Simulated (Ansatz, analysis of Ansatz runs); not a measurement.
# Local vibrational mode of the N-H pair in ZnSe (PBE), part 2 of 2

Aim: the local vibrational mode of the N-H pair in ZnSe, to be set beside the measurement. Set-up: PBE, 64-site cell, PBE lattice, 420 eV, k: the single point 1/4 1/4 1/4. The model is a cell of 64 host atoms with N put on another atom's site and H put in between. The frequencies come from force constants among the defect atom and its neighbours, with the masses of the isotopes named. A local or semilocal functional is the cheapest first rung.

Ansatz 0.2.0; PBE, 64-site cell, PBE lattice, 420 eV, k: the single point 1/4 1/4 1/4.

So far. Step 2 (Relaxation, charge 0): Neighbours of the added atoms: H65: N16 1.03, Zn42 2.47, Zn27 2.47 Å.

## Step 3: Local vibrational modes

A local mode lives on the defect and the atoms next to it, so only the sites listed in the input are displaced, which costs far fewer SCF runs than the whole cell would.

This step: plane-wave PAW DFT, PBE; finite-displacement force constants among the atoms nearest to a defect, the others at rest.

modes/input.yaml reads:

```yaml
crystal:
  lattice:
    - [11.46365848, 0.0, 0.0]
    - [0.0, 0.0, -11.46365848]
    - [0.0, 11.46365848, 0.0]
  atoms:
    - { symbol: Zn, position: [-0.000222869, -0.000317607, -0.001301792] }
    - { symbol: Zn, position: [-0.004569612, 0.249491686, 0.245384289] }
    - { symbol: Zn, position: [0.249579031, -0.004657814, 0.245391023] }
    - { symbol: Zn, position: [0.249428481, 0.249336575, -0.003393457] }
    - { symbol: Se, position: [0.124688789, 0.124595929, 0.123537772] }
    - { symbol: Se, position: [0.121181659, 0.376648175, 0.37113502] }
    - { symbol: Se, position: [0.376732375, 0.121093549, 0.371138683] }
    - { symbol: Se, position: [0.374850665, 0.374760111, 0.122931103] }
    - { symbol: Zn, position: [-0.004565481, -0.004656376, 0.499539556] }
    - { symbol: Zn, position: [-0.000209678, 0.255203562, 0.751564554] }
    - { symbol: Zn, position: [0.255295593, -0.000315029, 0.751565306] }
    - { symbol: Zn, position: [0.21554804, 0.215470687, 0.465501182] }
    - { symbol: Se, position: [0.121193039, 0.12109428, 0.626687111] }
    - { symbol: Se, position: [0.132156782, 0.377553009, 0.868491193] }
    - { symbol: Se, position: [0.377651426, 0.132070331, 0.868481098] }
    - { symbol: "N", position: [0.392880308, 0.39272935, 0.642845747] }
    - { symbol: Zn, position: [0.004397681, 0.498553015, -0.002938007] }
    - { symbol: Zn, position: [-0.000221979, 0.748643809, 0.249734813] }
    - { symbol: Zn, position: [0.25529941, 0.501527952, 0.249745997] }
    - { symbol: Zn, position: [0.250049379, 0.748224905, -0.001728835] }
    - { symbol: Se, position: [0.126057572, 0.623658027, 0.125281285] }
    - { symbol: Se, position: [0.12468722, 0.873488217, 0.374647233] }
    - { symbol: Se, position: [0.3776515, 0.618444578, 0.382112698] }
    - { symbol: Se, position: [0.376509593, 0.872699923, 0.122730186] }
    - { symbol: Zn, position: [-0.000207863, 0.501529661, 0.505252556] }
    - { symbol: Zn, position: [0.004393388, 0.747021979, 0.748589207] }
    - { symbol: Zn, position: [0.278965885, 0.486482024, 0.736563754] }
    - { symbol: Zn, position: [0.24942501, 0.746555063, 0.499387365] }
    - { symbol: Se, position: [0.132161841, 0.618441495, 0.627615461] }
    - { symbol: Se, position: [0.126053901, 0.875233699, 0.873703548] }
    - { symbol: Se, position: [0.376749977, 0.624008372, 0.874054166] }
    - { symbol: Se, position: [0.374852308, 0.87287906, 0.624805539] }
    - { symbol: Zn, position: [0.498644419, 0.004309298, -0.002946768] }
    - { symbol: Zn, position: [0.501615711, 0.2552019, 0.249732218] }
    - { symbol: Zn, position: [0.748743005, -0.00031593, 0.249733687] }
    - { symbol: Zn, position: [0.748322455, 0.24995247, -0.001728136] }
    - { symbol: Se, position: [0.623754381, 0.125960638, 0.125278355] }
    - { symbol: Se, position: [0.618527906, 0.377551997, 0.382113939] }
    - { symbol: Se, position: [0.87358432, 0.124598529, 0.374642935] }
    - { symbol: Se, position: [0.872778002, 0.376421479, 0.12273564] }
    - { symbol: Zn, position: [0.501604724, -0.000310846, 0.505240456] }
    - { symbol: Zn, position: [0.486640815, 0.278849972, 0.736578386] }
    - { symbol: Zn, position: [0.747097202, 0.004312561, 0.748605356] }
    - { symbol: Zn, position: [0.746656307, 0.249345052, 0.499378948] }
    - { symbol: Se, position: [0.618529665, 0.13206858, 0.62759876] }
    - { symbol: Se, position: [0.624115805, 0.376672518, 0.874066625] }
    - { symbol: Se, position: [0.875329827, 0.125962441, 0.873703331] }
    - { symbol: Se, position: [0.872981027, 0.374761962, 0.624805345] }
    - { symbol: Zn, position: [0.502293617, 0.502212281, 0.000699953] }
    - { symbol: Zn, position: [0.498640418, 0.747023986, 0.254347928] }
    - { symbol: Zn, position: [0.747102803, 0.498552127, 0.254356233] }
    - { symbol: Zn, position: [0.750514573, 0.75041797, 0.000468718] }
    - { symbol: Se, position: [0.625691677, 0.625604342, 0.127183771] }
    - { symbol: Se, position: [0.623750199, 0.875234196, 0.376009149] }
    - { symbol: Se, position: [0.875324418, 0.623657642, 0.376014447] }
    - { symbol: Se, position: [0.875167906, 0.87507187, 0.125123214] }
    - { symbol: Zn, position: [0.486581333, 0.48648435, 0.528916787] }
    - { symbol: Zn, position: [0.502300414, 0.750641224, 0.752251996] }
    - { symbol: Zn, position: [0.750748485, 0.502213922, 0.752249741] }
    - { symbol: Zn, position: [0.748313525, 0.748223556, 0.500008494] }
    - { symbol: Se, position: [0.624094587, 0.62400091, 0.626701825] }
    - { symbol: Se, position: [0.625692246, 0.877131083, 0.875648909] }
    - { symbol: Se, position: [0.877231202, 0.625606374, 0.875647349] }
    - { symbol: Se, position: [0.872769845, 0.872701937, 0.626466724] }
    - { symbol: H, position: [0.340877506, 0.34069857, 0.590881995] }
basis:
  ecutwfc: 420
  xc_grid: 2
hamiltonian:
  xc: pbe
kpoints:
  mp_grid: { grid: [1, 1, 1], shift: [0.25, 0.25, 0.25] }
scf:
  occupations: { method: fermi_dirac, width: 0.01 }
  max_iter: 120
output: {}
checkpoint:
  read: "../relax.run"
phonons:
  supercell: [1, 1, 1]
  displaced_sites: [15, 26, 41, 56, 64]
```

Launch:

```sh
ansatz run input.yaml --threads 4 --pin off --max-ram 7536MiB --backend cpu --events-out ev --progress --plain --runs-dir out
```

Numbers of over 12 decimals in the logs are rounded to 6 here.

Log:

```text
[...]
Crystal: 65 atoms, lattice volume = 1506.502 Å³
Basis set: ecut = 420 eV, 29423 PW (Γ), exchange–correlation on 160×160×160 points (8 copies of the dense FFT grid, shifted against one another)
Bands: 532, of which v1, the nominal top of the filled ones, is band 443 counted from 1 (442 counted from 0)
Symmetry: 1 space group operations
k-points: 1
[...]
iter 1 solved again at ethr=1.10e-11 eV; its pass at ethr=3.10e-3 eV (dr2=9.72e-8 eV) is discarded
[...]
SCF iter   6: F=-276194.355394 eV  HF=-276194.355394 eV  |F-HF|=1.16e-10  |Δ(HF+E_count)|=  1.16e-10  Δρ=3.85e-8  dr2=2.29e-11  ethr=1.00e-12  ⟨swp⟩=4.0  Hψ=1855  notcnv=0
SCF 1 converged in 6 iterations: F = -276194.355394 eV  dr2 = 2.29e-11
[...]
SCF 2 converged in 10 iterations: F = -276194.355377 eV  dr2 = 4.94e-12
[...]
symmetry images taken by strict's conditions (phonons.symmetry_images: auto; settled by no image being taken that strict refuses)
  force constants formed among 5 of 65 sites (N 15, Zn 26, Zn 41, Zn 56, H 64); the other 60 at rest. The modes move the named sites alone.
  the frequencies, the zero-point energy and the sums are of the block with the acoustic sum rule laid on its rows. Row sums over every site: 1.4e-4 eV/Å² at the most
  transpose residual: 8.9e-5 eV/Å²
  largest component of a force at the reference: 3.0e-3 eV/Å on a named site, 2.3e-3 eV/Å on a site at rest
  frequencies among the named sites at Γ of the cell (cm⁻¹): 100.91 100.94 106.01 132.14 132.16 133.17 133.21 133.72 189.08 374.00 487.13 487.36 816.67 816.85 3283.61
  unstable modes among the named sites: 0
  frequencies as built, with no sum rule (cm⁻¹): 100.90 100.94 106.01 132.14 132.16 133.17 133.21 133.72 189.08 374.00 487.12 487.35 816.64 816.83 3283.61
  zero-point energy: 0.460412 eV/cell   skipped modes (ω ≤ 0): 0
  not written: the harmonic force-constant file, the file of eigenvectors (these modes' are written with the force constants), the density of states and the dispersion, which are of every site
[key lines of the parts left out:]
SCF converged after 6 iterations
Free energy (F): -276194.355394 eV
Fermi energy:    7.143738 eV
```

Elapsed: 37 min, on 4 threads of Arm Neoverse V1, shared host; peak memory 4 GiB.

In the SCF lines HF is the Harris–Foulkes energy and dr2 the Hartree energy of the density residual, in eV; the loop may stop once dr2 is under the threshold and the program's other checks hold. Hψ counts applications of the Hamiltonian.

Read from the output:

```
free energy : -276194.3554 eV
```

The modes with the largest weight on the probed atoms (the light atom of a pair), for the masses of each isotope. Modes of the displaced atoms (local only where they lie over the host's phonons):

```csv
isotopes,mode (cm⁻¹),share of the defect atoms
H,3284,0.935
H,816.9,0.91
H,816.7,0.91
D,2397,0.876
D,617.7,0.633
D,617.6,0.633
```

## Step 4: What came out

| Property | Result |
| --- | --- |
| distance from the defect atom to its nearest neighbour | 1.032 Å |
| N-H stretch, 1H | 3284 cm⁻¹ |
| N-H wag, 1H | 817 cm⁻¹ |
| time of the whole chain | 46 min on 4 threads |

In words: N-H stretch, 1H: computed 3284 cm⁻¹, measured 3194 cm⁻¹; 90 cm⁻¹ (3 %) above the measurement. N-H wag, 1H: computed 817 cm⁻¹, measured 783 cm⁻¹; 34 cm⁻¹ (4 %) above the measurement. The computed value is harmonic, while the measured line is the anharmonic fundamental, which for X–H stretches usually lies a few per cent lower. Only the named neighbours move, so modes near the host's band are approximate.

[Logs are printed without paths, hosts, clocks, repeated set-up lines and the standing remarks that a program may print on its own settings, such as how far it seeks lower states.]

[Hosts, paths, dates, database ids (printed as entryN), source tags and the programs' standing remarks are cut or masked in the printed files.]

[For some hosts the program warned that the k-mesh of the response run may be too coarse for force constants and the static dielectric constant; such warnings are not shown here.]
